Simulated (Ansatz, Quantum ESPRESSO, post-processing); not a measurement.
# Thickness dependence of 1T-MgI2, part 7 of 7

Wanted: polarisability and band edges of 1T-MgI2, layer by layer.

Quantum ESPRESSO 7.5; plane-wave DFT, PBEsol, GBRV ultrasoft pseudopotentials; geometry by Ansatz 0.2.0 with PAW datasets.

So far. Step 13 (Potential by pp.x, 2 layers): The slope in the vacuum is 0.100 eV/Å for an applied 0.10 V/Å, as it should be. Step 14 (Band structure, 2 layers: no field): Along this path the valence top lies at Γ and the conduction bottom at M.

### 20. Potential by pp.x, 3 layers

The input, n3.f1.pot.in:

```
&inputpp
  prefix = 'n3.f1'
  outdir = './out'
  filplot = 'n3.f1.pot.dat'
  plot_num = 11
/
```

The run is started by

```
$ OMP_NUM_THREADS=1 mpirun -n 4 pp.x -in n3.f1.pot.in > n3.f1.pot.out
```

The job ended after 1.3 s (4 MPI ranks of Arm Neoverse V1, shared host; peak memory 0.16 GiB).

Numbers from this step:

```
slope of the potential above                                          : 0.09983 eV/Å
upper vacuum line continued to the top atoms, over the valence top    : 6.286 eV
slope of the potential below                                          : 0.09993 eV/Å
lower vacuum line continued to the bottom atoms, over the valence top : 6.137 eV
```

The slope in the vacuum is 0.100 eV/Å for an applied 0.10 V/Å, as it should be.

### 21. Band structure, 3 layers: no field

The input, n3.f0.bands.in:

```
&control
  prefix = 'n3.f0.bands'
  outdir = './out'
  pseudo_dir = './pseudo'
  calculation = 'bands'
  tefield = .true.
  dipfield = .true.
/
&system
  ibrav = 0
  nat = 9
  ntyp = 2
  ecutwfc = 40
  ecutrho = 200
  occupations = 'smearing'
  smearing = 'fd'
  degauss = 0.004
  edir = 3
  emaxpos = 0.97
  eopreg = 0.04
  eamp = 0.0
  nbnd = 40
/
&electrons
  conv_thr = 1e-07
  mixing_beta = 0.4
  electron_maxstep = 120
  mixing_mode = 'local-TF'
/
ATOMIC_SPECIES
  I   126.9045  i_pbesol_v1.uspp.F.UPF
  Mg  24.3050  mg_pbesol_v1.4.uspp.F.UPF
CELL_PARAMETERS angstrom
  4.12687832033294 0.00000000000000 0.00000000000000
  -2.06343916016647 3.57398146373558 -0.00000000000000
  0.00000000000000 0.00000000000000 31.37631075770000
ATOMIC_POSITIONS crystal
  I   0.666666666667 0.333333333333 0.228415627865
  Mg  0.000000000000 0.000000000000 0.282036601756
  I   0.333333333333 0.666666666667 0.335536706104
  I   0.666666666667 0.333333333333 0.446566105360
  Mg  0.000000000000 -0.000000000000 0.500008613223
  I   0.333333333333 0.666666666667 0.553452932592
  I   0.666666666667 0.333333333333 0.664473209813
  Mg  -0.000000000000 0.000000000000 0.717954951696
  I   0.333333333333 0.666666666667 0.771555251591
K_POINTS crystal_b
4
  0.0000000000 0.0000000000 0.0000000000 12
  0.5000000000 0.0000000000 0.0000000000 12
  0.3333333333 0.3333333333 0.0000000000 12
  0.0000000000 0.0000000000 0.0000000000 1
```

The run is started by

```
$ cp -r out/n3.f0.save out/n3.f0.bands.save
$ cp out/n3.f0.xml out/n3.f0.bands.xml
$ OMP_NUM_THREADS=1 mpirun -n 4 pw.x -nk 4 -in n3.f0.bands.in > n3.f0.bands.out
```

What it wrote:

```text
[banner, memory and clock lines left out]
Program PWSCF v.7.5 starts

          URL

     Presently no symmetry can be used with electric field

     Atomic positions and unit cell read from directory:
     ./out/n3.f0.bands.save/

     G-vector sticks info

     bravais-lattice index     =            0
     lattice parameter (alat)  =       7.7987  a.u.
     unit-cell volume          =    3123.0033 (a.u.)^3
     number of atoms/cell      =            9
     number of atomic types    =            2
     number of electrons       =        72.00
     number of Kohn-Sham states=           40
     kinetic-energy cutoff     =      40.0000  Ry
     charge density cutoff     =     200.0000  Ry
     Exchange-correlation= SLA  PW   PSX  PSC
                           (   1   4  10   8   0   0   0)

     celldm(1)=   7.798670  celldm(2)=   0.000000  celldm(3)=   0.000000
     celldm(4)=   0.000000  celldm(5)=   0.000000  celldm(6)=   0.000000

     crystal axes: (cart. coord. in units of alat)
               a(1) = (   1.000000   0.000000   0.000000 )
               a(2) = (  -0.500000   0.866025  -0.000000 )
               a(3) = (   0.000000   0.000000   7.602916 )

     reciprocal axes: (cart. coord. in units 2 pi/alat)
               b(1) = (  1.000000  0.577350 -0.000000 )
               b(2) = (  0.000000  1.154701  0.000000 )
               b(3) = ( -0.000000  0.000000  0.131528 )

     PseudoPot. # 1 for I  read from file:
     ./pseudo/i_pbesol_v1.uspp.F.UPF
     Pseudo is Ultrasoft + core correction, Zval =  7.0
     Generated by new atomic code, or converted to UPF format
     Using radial grid of  893 points,  6 beta functions with:
                l(1) =   0
                l(2) =   0
                l(3) =   1
                l(4) =   1
                l(5) =   2
                l(6) =   2
     Q(r) pseudized with  8 coefficients,  rinner =    1.500   1.500   1.500
                                                       1.500   1.500

     PseudoPot. # 2 for Mg read from file:
     ./pseudo/mg_pbesol_v1.4.uspp.F.UPF
     Pseudo is Ultrasoft, Zval = 10.0
     Generated by new atomic code, or converted to UPF format
     Using radial grid of  821 points,  7 beta functions with:
                l(1) =   0
                l(2) =   0
                l(3) =   0
                l(4) =   1
                l(5) =   1
                l(6) =   2
                l(7) =   2
     Q(r) pseudized with  8 coefficients,  rinner =    1.200   1.200   1.200
                                                       1.200   1.200

     atomic species   valence    mass     pseudopotential
     I                 7.00   126.90450     I ( 1.00)
     Mg               10.00    24.30500     Mg( 1.00)

     No symmetry found

   Cartesian axes

     site n.     atom                  positions (alat units)
         1        I      tau(   1) = (   0.5000000   0.2886751   1.7366249  )
         2        Mg     tau(   2) = (   0.0000000   0.0000000   2.1443007  )
         3        I      tau(   3) = (  -0.0000000   0.5773503   2.5510575  )
         4        I      tau(   4) = (   0.5000000   0.2886751   3.3952048  )
         5        Mg     tau(   5) = (   0.0000000   0.0000000   3.8015237  )
         6        I      tau(   6) = (  -0.0000000   0.5773503   4.2078564  )
         7        I      tau(   7) = (   0.5000000   0.2886751   5.0519342  )
         8        Mg     tau(   8) = (   0.0000000   0.0000000   5.4585515  )
         9        I      tau(   9) = (  -0.0000000   0.5773503   5.8660701  )

     number of k points=    37  Fermi-Dirac smearing, width (Ry)=  0.0040
                       cart. coord. in units 2pi/alat
        k(    1) = (   0.0000000   0.0000000   0.0000000), wk =   0.0540541
        k(    2) = (   0.0416667   0.0240563   0.0000000), wk =   0.0540541
        k(    3) = (   0.0833333   0.0481125   0.0000000), wk =   0.0540541
        k(    4) = (   0.1250000   0.0721688   0.0000000), wk =   0.0540541
        k(    5) = (   0.1666667   0.0962250   0.0000000), wk =   0.0540541
        k(    6) = (   0.2083333   0.1202813   0.0000000), wk =   0.0540541
        k(    7) = (   0.2500000   0.1443376   0.0000000), wk =   0.0540541
        k(    8) = (   0.2916667   0.1683938   0.0000000), wk =   0.0540541
        k(    9) = (   0.3333333   0.1924501   0.0000000), wk =   0.0540541
        k(   10) = (   0.3750000   0.2165064   0.0000000), wk =   0.0540541
        k(   11) = (   0.4166667   0.2405626   0.0000000), wk =   0.0540541
        k(   12) = (   0.4583333   0.2646189   0.0000000), wk =   0.0540541
        k(   13) = (   0.5000000   0.2886751   0.0000000), wk =   0.0540541
        k(   14) = (   0.4861111   0.3127314   0.0000000), wk =   0.0540541
        k(   15) = (   0.4722222   0.3367877   0.0000000), wk =   0.0540541
        k(   16) = (   0.4583333   0.3608439   0.0000000), wk =   0.0540541
        k(   17) = (   0.4444444   0.3849002   0.0000000), wk =   0.0540541
        k(   18) = (   0.4305556   0.4089564   0.0000000), wk =   0.0540541
        k(   19) = (   0.4166667   0.4330127   0.0000000), wk =   0.0540541
        k(   20) = (   0.4027778   0.4570690   0.0000000), wk =   0.0540541
        k(   21) = (   0.3888889   0.4811252   0.0000000), wk =   0.0540541
        k(   22) = (   0.3750000   0.5051815   0.0000000), wk =   0.0540541
        k(   23) = (   0.3611111   0.5292377   0.0000000), wk =   0.0540541
        k(   24) = (   0.3472222   0.5532940   0.0000000), wk =   0.0540541
        k(   25) = (   0.3333333   0.5773503   0.0000000), wk =   0.0540541
        k(   26) = (   0.3055556   0.5292377   0.0000000), wk =   0.0540541
        k(   27) = (   0.2777778   0.4811252   0.0000000), wk =   0.0540541
        k(   28) = (   0.2500000   0.4330127   0.0000000), wk =   0.0540541
        k(   29) = (   0.2222222   0.3849002   0.0000000), wk =   0.0540541
        k(   30) = (   0.1944444   0.3367877   0.0000000), wk =   0.0540541
        k(   31) = (   0.1666667   0.2886751   0.0000000), wk =   0.0540541
        k(   32) = (   0.1388889   0.2405626   0.0000000), wk =   0.0540541
        k(   33) = (   0.1111111   0.1924501   0.0000000), wk =   0.0540541
        k(   34) = (   0.0833333   0.1443376   0.0000000), wk =   0.0540541
        k(   35) = (   0.0555556   0.0962250   0.0000000), wk =   0.0540541
        k(   36) = (   0.0277778   0.0481125   0.0000000), wk =   0.0540541
        k(   37) = (   0.0000000   0.0000000   0.0000000), wk =   0.0540541

     Dense  grid:   149481 G-vectors     FFT dimensions: (  36,  36, 270)

     Smooth grid:   107003 G-vectors     FFT dimensions: (  32,  32, 240)

     Check: negative core charge=   -0.000003

[...]
-2.0790  -2.0614  -1.9816  -1.7283  -1.6368  -1.6009  -1.0938  -1.0693
    -0.8902  -0.8627  -0.6936  -0.6424   3.9678   4.0512   4.1309   5.6082

          k = 0.4028 0.4571 0.0000 ( 13398 PWs)   bands (ev):

   -74.8785 -74.8777 -74.8775 -41.8335 -41.8330 -41.8328 -41.8325 -41.8323
   -41.8320 -41.8305 -41.8301 -41.8295 -11.3538 -11.3292 -11.3138 -11.2438
   -11.2208 -11.2151  -3.5369  -3.5068  -3.5028  -3.0337  -2.8790  -2.7394
    -2.2421  -2.2042  -2.1269  -1.7837  -1.7273  -1.6918  -1.2063  -1.0946
    -0.9191  -0.8595  -0.7016  -0.6348   3.9899   4.1419   4.2752   5.6892

          k = 0.3889 0.4811 0.0000 ( 13404 PWs)   bands (ev):

   -74.8785 -74.8777 -74.8775 -41.8335 -41.8331 -41.8327 -41.8325 -41.8323
   -41.8321 -41.8305 -41.8301 -41.8295 -11.3352 -11.3128 -11.2998 -11.2410
   -11.2199 -11.2161  -3.4830  -3.4515  -3.4479  -2.9757  -2.8213  -2.6800
    -2.4028  -2.3438  -2.2567  -1.9152  -1.8016  -1.7651  -1.2835  -1.0991
    -0.9481  -0.8525  -0.7095  -0.6320   3.9869   4.2051   4.4025   5.7431

          k = 0.3750 0.5052 0.0000 ( 13410 PWs)   bands (ev):

   -74.8785 -74.8777 -74.8775 -41.8334 -41.8331 -41.8327 -41.8324 -41.8324
   -41.8321 -41.8305 -41.8301 -41.8295 -11.3159 -11.2963 -11.2860 -11.2403
   -11.2207 -11.2188  -3.4391  -3.3967  -3.3829  -2.9166  -2.7626  -2.6185
    -2.5518  -2.4681  -2.3645  -2.0422  -1.9158  -1.8317  -1.3096  -1.0953
    -0.9729  -0.8505  -0.7134  -0.6346   3.9697   4.2426   4.5065   5.7782

          k = 0.3611 0.5292 0.0000 ( 13390 PWs)   bands (ev):

   -74.8785 -74.8777 -74.8775 -41.8334 -41.8332 -41.8326 -41.8324 -41.8324
   -41.8322 -41.8305 -41.8301 -41.8295 -11.2967 -11.2805 -11.2731 -11.2428
   -11.2238 -11.2231  -3.4067  -3.3485  -3.3163  -2.8626  -2.7095  -2.6787
    -2.5718  -2.5556  -2.4431  -2.1505  -2.0186  -1.9138  -1.2934  -1.1054
    -0.9786  -0.8609  -0.7085  -0.6428   3.9488   4.2601   4.5819   5.7943

          k = 0.3472 0.5533 0.0000 ( 13376 PWs)   bands (ev):

   -74.8785 -74.8777 -74.8775 -41.8334 -41.8333 -41.8326 -41.8325 -41.8324
   -41.8323 -41.8305 -41.8301 -41.8295 -11.2784 -11.2668 -11.2628 -11.2497
   -11.2287 -11.2282  -3.3875  -3.3153  -3.2621  -2.8231  -2.7720  -2.6687
    -2.6307  -2.5156  -2.4879  -2.2258  -2.0927  -1.9821  -1.2516  -1.1422
    -0.9571  -0.8856  -0.6946  -0.6567   3.9323   4.2652   4.6254   5.7649

          k = 0.3333 0.5774 0.0000 ( 13386 PWs)   bands (ev):

   -74.8785 -74.8777 -74.8775 -41.8333 -41.8333 -41.8325 -41.8325 -41.8323
   -41.8323 -41.8305 -41.8301 -41.8295 -11.2621 -11.2619 -11.2592 -11.2590
   -11.2319 -11.2313  -3.3817  -3.3040  -3.2405  -2.8074  -2.8073  -2.6529
    -2.6529  -2.5007  -2.5005  -2.2530  -2.1199  -2.0090  -1.1963  -1.1962
    -0.9212  -0.9211  -0.6754  -0.6754   3.9259   4.2653   4.6384   5.7757

          k = 0.3056 0.5292 0.0000 ( 13392 PWs)   bands (ev):

   -74.8785 -74.8777 -74.8775 -41.8334 -41.8332 -41.8326 -41.8325 -41.8324
   -41.8322 -41.8305 -41.8301 -41.8295 -11.3032 -11.2857 -11.2775 -11.2403
   -11.2213 -11.2203  -3.3917  -3.3314  -3.2977  -2.8495  -2.7384  -2.6607
    -2.6113  -2.5250  -2.4382  -2.1617  -2.0294  -1.9152  -1.3246  -1.0924
    -0.9849  -0.8500  -0.7129  -0.6347   3.9560   4.2745   4.6074   5.6921

          k = 0.2778 0.4811 0.0000 ( 13378 PWs)   bands (ev):

   -74.8785 -74.8777 -74.8775 -41.8334 -41.8331 -41.8327 -41.8324 -41.8324
   -41.8321 -41.8305 -41.8301 -41.8295 -11.3657 -11.3395 -11.3231 -11.2387
   -11.2141 -11.2068  -3.3888  -3.3569  -3.3555  -2.9046  -2.7799  -2.6567
    -2.4666  -2.3781  -2.3096  -1.9658  -1.8413  -1.7169  -1.4393  -1.1524
    -0.8803  -0.8633  -0.6802  -0.6038   4.0487   4.3156   4.5621   5.6040

          k = 0.2500 0.4330 0.0000 ( 13370 PWs)   bands (ev):

   -74.8785 -74.8777 -74.8775 -41.8334 -41.8330 -41.8327 -41.8324 -41.8323
   -41.8320 -41.8305 -41.8302 -41.8295 -11.4477 -11.4134 -11.3887 -11.2551
   -11.2212 -11.2053  -3.3687  -3.3310  -3.3243  -2.9002  -2.7849  -2.6663
    -2.2249  -2.2049  -2.1851  -1.7366  -1.6468  -1.4868  -1.4496  -1.2224
    -0.9314  -0.7347  -0.6030  -0.5878   4.1950   4.3914   4.5397   5.5598

          k = 0.2222 0.3849 0.0000 ( 13342 PWs)   bands (ev):

   -74.8785 -74.8777 -74.8775 -41.8334 -41.8329 -41.8326 -41.8324 -41.8322
   -41.8319 -41.8305 -41.8302 -41.8295 -11.5452 -11.5035 -11.4709 -11.2878
   -11.2439 -11.2188  -3.3038  -3.2566  -3.2319  -2.8152  -2.7117  -2.5941
    -2.1842  -2.0266  -1.9839  -1.5134  -1.4861  -1.2827  -1.2814  -1.1638
    -0.9780  -0.6310  -0.5548  -0.5342   4.3739   4.4896   4.5461   5.5800

          k = 0.1944 0.3368 0.0000 ( 13314 PWs)   bands (ev):

   -74.8785 -74.8777 -74.8775 -41.8333 -41.8328 -41.8325 -41.8323 -41.8321
   -41.8318 -41.8305 -41.8302 -41.8296 -11.6526 -11.6043 -11.5646 -11.3341
   -11.2804 -11.2464  -3.1961  -3.1616  -3.1457  -2.6460  -2.5523  -2.4351
    -2.1604  -1.9240  -1.7765  -1.3170  -1.2970  -1.1059  -1.0739  -0.9486
    -0.9397  -0.6284  -0.4838  -0.4477   4.5554   4.5825   4.5948   5.6653

          k = 0.1667 0.2887 0.0000 ( 13296 PWs)   bands (ev):

   -74.8785 -74.8777 -74.8775 -41.8332 -41.8328 -41.8324 -41.8322 -41.8320
   -41.8318 -41.8306 -41.8302 -41.8296 -11.7629 -11.7090 -11.6634 -11.3896
   -11.3270 -11.2848  -3.1532  -3.0922  -3.0586  -2.3999  -2.3023  -2.1944
    -2.0223  -1.8086  -1.6039  -1.1333  -1.0977  -0.9178  -0.9069  -0.7683
    -0.7226  -0.6229  -0.4498  -0.3482   4.6347   4.6955   4.7269   5.8018

          k = 0.1389 0.2406 0.0000 ( 13298 PWs)   bands (ev):

   -74.8785 -74.8777 -74.8775 -41.8330 -41.8327 -41.8323 -41.8320 -41.8319
   -41.8317 -41.8306 -41.8303 -41.8296 -11.8693 -11.8108 -11.7604 -11.4489
   -11.3786 -11.3293  -3.2235  -3.0799  -2.9599  -2.0981  -1.9746  -1.8851
    -1.7537  -1.6048  -1.4199  -0.9902  -0.9133  -0.7577  -0.7454  -0.5760
    -0.5646  -0.5028  -0.4189  -0.2717   4.7142   4.7727   4.8284   5.7337

          k = 0.1111 0.1925 0.0000 ( 13308 PWs)   bands (ev):

   -74.8785 -74.8777 -74.8775 -41.8329 -41.8326 -41.8321 -41.8319 -41.8319
   -41.8316 -41.8306 -41.8303 -41.8297 -11.9653 -11.9033 -11.8491 -11.5064
   -11.4298 -11.3746  -3.3250  -3.1157  -2.9072  -1.7811  -1.6025  -1.5283
    -1.3986  -1.3075  -1.1787  -0.9068  -0.7608  -0.6142  -0.6005  -0.4485
    -0.4235  -0.3447  -0.3347  -0.2165   4.7517   4.7696   4.7899   5.6384

          k = 0.0833 0.1443 0.0000 ( 13316 PWs)   bands (ev):

   -74.8785 -74.8777 -74.8775 -41.8327 -41.8326 -41.8320 -41.8318 -41.8317
   -41.8316 -41.8307 -41.8303 -41.8297 -12.0456 -11.9809 -11.9239 -11.5569
   -11.4755 -11.4157  -3.4229  -3.1709  -2.8962  -1.5204  -1.2310  -1.1539
    -1.0139  -0.9619  -0.8900  -0.8005  -0.6445  -0.4923  -0.4640  -0.3799
    -0.2929  -0.2283  -0.2152  -0.1688   4.4719   4.6230   4.7959   5.4748

          k = 0.0556 0.0962 0.0000 ( 13331 PWs)   bands (ev):

   -74.8785 -74.8777 -74.8775 -41.8326 -41.8326 -41.8319 -41.8318 -41.8316
   -41.8316 -41.8307 -41.8303 -41.8297 -12.1059 -12.0394 -11.9805 -11.5962
   -11.5113 -11.4483  -3.5005  -3.2228  -2.9060  -1.3838  -0.9363  -0.8037
    -0.6905  -0.6510  -0.6177  -0.5943  -0.5127  -0.3888  -0.3349  -0.2973
    -0.1996  -0.1674  -0.1412  -0.1039   4.1252   4.3771   4.6846   5.0974

          k = 0.0278 0.0481 0.0000 ( 13319 PWs)   bands (ev):

   -74.8785 -74.8777 -74.8775 -41.8326 -41.8325 -41.8318 -41.8318 -41.8316
   -41.8315 -41.8307 -41.8304 -41.8297 -12.1432 -12.0757 -12.0157 -11.6211
   -11.5341 -11.4692  -3.5495  -3.2582  -2.9187  -1.3393  -0.8069  -0.5360
    -0.4751  -0.4654  -0.4341  -0.4199  -0.3794  -0.2871  -0.2015  -0.1540
    -0.1509  -0.1278  -0.0984  -0.0680   3.8384   4.1496   4.5256   4.8069

          k = 0.0000 0.0000 0.0000 ( 13325 PWs)   bands (ev):

   -74.8785 -74.8777 -74.8775 -41.8325 -41.8325 -41.8318 -41.8318 -41.8315
   -41.8315 -41.8307 -41.8304 -41.8297 -12.1559 -12.0880 -12.0277 -11.6296
   -11.5419 -11.4764  -3.5663  -3.2707  -2.9241  -1.3303  -0.7807  -0.4286
    -0.4286  -0.3811  -0.3811  -0.3434  -0.3434  -0.2440  -0.1398  -0.1398
    -0.0910  -0.0910  -0.0630  -0.0630   3.7245   4.0564   4.4520   4.6963

     XML data file, pseudopotentials, collected wavefunctions

                                        0.00s GPU  (     615 calls)
[key lines of the parts left out:]
Dipole field          0.0000 Ry au,
```

Wall time 1.8 min (4 MPI ranks); peak memory 0.72 GiB.

This step gave:

| Item | Value |
| --- | --- |
| dipole along the normal | 0 e·Å |
| valence top, on the run's zero | -0.06300 eV |
| conduction bottom, on the run's zero | 3.465 eV |
| gap by band count | 3.528 eV |

Band numbers count within the set of bands kept for display. Electronic bands along the path, in eV, zero at the highest filled level of the SCF mesh; v1 is the highest filled band, c1 the lowest empty one:

```csv
point,v4,v3,v2,v1,c1,c2,c3,c4
Γ,-0.03,-0.03,0.00,0.00,3.79,4.12,4.51,4.76
halfway,-0.34,-0.29,-0.25,-0.19,4.29,4.46,4.60,5.32
M,-0.76,-0.62,-0.51,-0.43,3.53,3.55,3.62,5.04
halfway,-0.83,-0.80,-0.63,-0.58,4.03,4.11,4.19,5.67
K,-0.86,-0.86,-0.61,-0.61,3.99,4.33,4.70,5.84
halfway,-0.66,-0.56,-0.39,-0.29,4.70,4.76,4.79,5.86
Γ,-0.03,-0.03,0.00,0.00,3.79,4.12,4.51,4.76
```

Along this path the valence top lies at Γ and the conduction bottom at M.

### 22. Polarisability from the dipole between 0 and 0.1 V/A, 3 layers

This step gave:

- polarisability a cell: 18.28 Å³
- sheet polarisability 4πα/A: 15.57 Å

The change of the potential energy, second field less first by z:

| z (Å) | change of the potential energy, second field less first (eV) |
| --- | --- |
| 0 | -0.395 |
| 1 | -0.690 |
| 2 | -0.590 |
| 3 | -0.490 |
| 4 | -0.390 |
| 5 | -0.294 |
| 6 | -0.220 |
| 7 | -0.195 |
| 8 | -0.188 |
| 9 | -0.162 |
| 10 | -0.144 |
| 11 | -0.135 |
| 12 | -0.0992 |
| 13 | -0.0456 |
| 14 | -0.0265 |
| 15 | -0.0186 |
| 16 | 0.00983 |
| 17 | 0.0240 |
| 18 | 0.0347 |
| 19 | 0.0772 |
| 20 | 0.127 |
| 21 | 0.142 |
| 22 | 0.152 |
| 23 | 0.182 |
| 24 | 0.192 |
| 25 | 0.206 |
| 26 | 0.262 |
| 27 | 0.354 |
| 28 | 0.453 |
| 29 | 0.553 |
| 30 | 0.653 |
| 31 | 0.0417 |

### 23. The series side by side

All levels:

| level | sheet polarisability (Å) | gap without a field (eV) | vacuum over the valence top of the mesh (eV) | CPU time (s) |
| --- | --- | --- | --- | --- |
| 1 layer | 5.191 | 3.613 | 6.503 | 111.5 |
| 2 layers | 10.42 | 3.541 | 6.363 | 271.4 |
| 3 layers | 15.57 | 3.528 | 6.355 | 583.6 |

### 24. Worked from the printed numbers

From 2 to 3 layers, over the growth of the distance between the outermost mean planes: (15.570 − 10.417) Å / 6.823 Å = 0.755 = 1 − 1/ε, so ε = 4.1.

### 25. Summary of results

```
4πα/A of 1 layer                         : 5.19 Å
gap along the path, 1 layer              : 3.61 eV
Kohn-Sham ionisation potential, 1 layer  : 6.50 eV
4πα/A of 2 layers                        : 10.42 Å
gap along the path, 2 layers             : 3.54 eV
Kohn-Sham ionisation potential, 2 layers : 6.36 eV
4πα/A of 3 layers                        : 15.57 Å
gap along the path, 3 layers             : 3.53 eV
Kohn-Sham ionisation potential, 3 layers : 6.35 eV
```

**Reading.** The sheet polarisability 4πα/A grows as 5.19, 10.42 and 15.57 Å for 1, 2 and 3 layers (PBEsol, GBRV ultrasoft). The last layer adds 6.82 Å between the outermost mean planes and 5.15 Å of 4πα/A; 1 − 1/ε = 0.755 gives ε = 4.1 along the normal for the stacked crystal at this spacing. The gap runs 3.61, 3.54 and 3.53 eV. The single layer was relaxed under plain PBE (a = 4.203 Å), the stacks with a dispersion correction (a = 4.128 Å for two layers), so the first step mixes stacking with a strain of -1.8 %. The nearest atoms of neighbouring layers lie 4.22 Å apart. One stacking was chosen. The ions are clamped in the field. Semilocal gaps are too small and shrink less with thickness than quasiparticle gaps, which also feel the screening by neighbours. Spin-orbit coupling is left out; depending on the atoms that carry the levels of interest, it can split and shift them by tens to hundreds of meV.

[Logs are printed without paths, hosts, clocks, repeated set-up lines and the standing remarks that a program may print on its own settings, such as how far it seeks lower states.]

[Hosts, paths, dates, database ids (printed as entryN), source tags and the programs' standing remarks are cut or masked in the printed files.]

[Maps of the electrostatic potential energy from Ansatz leave out the sawtooth potential of an applied field or a dipole correction, so their vacuum need not be flat; planar profiles and work functions include it.]
